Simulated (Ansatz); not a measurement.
## Cl on Al(100): change of the work function: cost of one run

Ansatz 0.2.0; plane-wave DFT, PBE, Ansatz PAW. The cell holds 17 atoms.

input.yaml reads:

```yaml
crystal:
  lattice:
    - [5.7275649276, 0.0, 0.0]
    - [0.0, 5.7275649276, 0.0]
    - [0.0, 0.0, 25.3815863398]
  atoms:
    - { symbol: Al, position: [0.25, 0.25, 0.3545877661] }
    - { symbol: Al, position: [0.0, 0.0, 0.4343700134] }
    - { symbol: Al, position: [0.25, 0.25, 0.5172993127] }
[... 8 atom lines left out ...]
    - { symbol: Al, position: [0.5, 0.0, 0.5990958305] }
    - { symbol: Al, position: [0.75, 0.75, 0.3545877661] }
    - { symbol: Al, position: [0.5, 0.5, 0.4343700134] }
    - { symbol: Al, position: [0.75, 0.75, 0.5172993127] }
    - { symbol: Al, position: [0.5, 0.5, 0.5990958305] }
    - { symbol: Cl, position: [0.25, 0.25, 0.6454122339] }
kpoints:
  mp_grid: { grid: [5, 5, 1] }
hamiltonian:
  xc: pbe
scf:
  occupations: { method: fermi_dirac, width: 0.1 }
  convergence: { dr2_threshold: 1.0e-08 }
efield:
  axis: 3
  dipole_correction: true
  ramp_position: 0.97
  ramp_width: 0.06
relax:
  f_tol: 0.02
  max_steps: 60
  constraints: [{ sites: [0, 1, 4, 5, 8, 9, 12, 13] }]
output:
  bader: true
  dos: { projected: true, e_range: [-8, 4] }
  write_potential: true
  write_density: true
  volumetric_format: npy
  elf: true
```

On the command line:

```sh
$ ansatz run input.yaml --threads 4 --pin off --max-ram 6144MiB --backend cpu --events-out ev --progress --plain --runs-dir out
```

The cutoff in use is 420 eV. For reference, a run of the same kind (37 atoms, 6 k-points, 95 bands and 36,621 plane waves; 53 SCF cycles) took 4.2 min and 3.4 GiB on the same hardware.

Q: Estimate wall time and peak memory on 4 threads of Arm Neoverse V1, shared host.

A cutoff of 420 eV is a sphere of radius 10.5 Å⁻¹, so a cell of 833 Å³ holds about V·G³/6π² = 16,273 plane waves. At two electrons a band, the 55 electrons need 28 bands, and 17 more are carried. Symmetry cuts the 5×5×1 mesh from 25 to 6 points. The run has 6 k-points, 45 bands and 16,385 plane waves. Taking the work of a cycle as k-points × spins × bands × plane waves, that is 0.21 times the reference, or 53 s at the reference's 53 cycles. The run needed 54 SCF cycles over 7 ionic steps, which makes it about 54 s. One copy of the wavefunctions takes 0.066 GiB at 16 bytes a coefficient, against 0.31 GiB in the reference; grids, projectors and work arrays come on top. Measured: about 74 s, with a peak of 1.2 GiB. The run took longer than this simple count says.

[Logs are printed without paths, hosts, clocks, repeated set-up lines and the standing remarks that a program may print on its own settings, such as how far it seeks lower states.]

[Hosts, paths, dates, database ids (printed as entryN), source tags and the programs' standing remarks are cut or masked in the printed files.]

[Maps of the electrostatic potential energy from Ansatz leave out the sawtooth potential of an applied field or a dipole correction, so their vacuum need not be flat; planar profiles and work functions include it.]
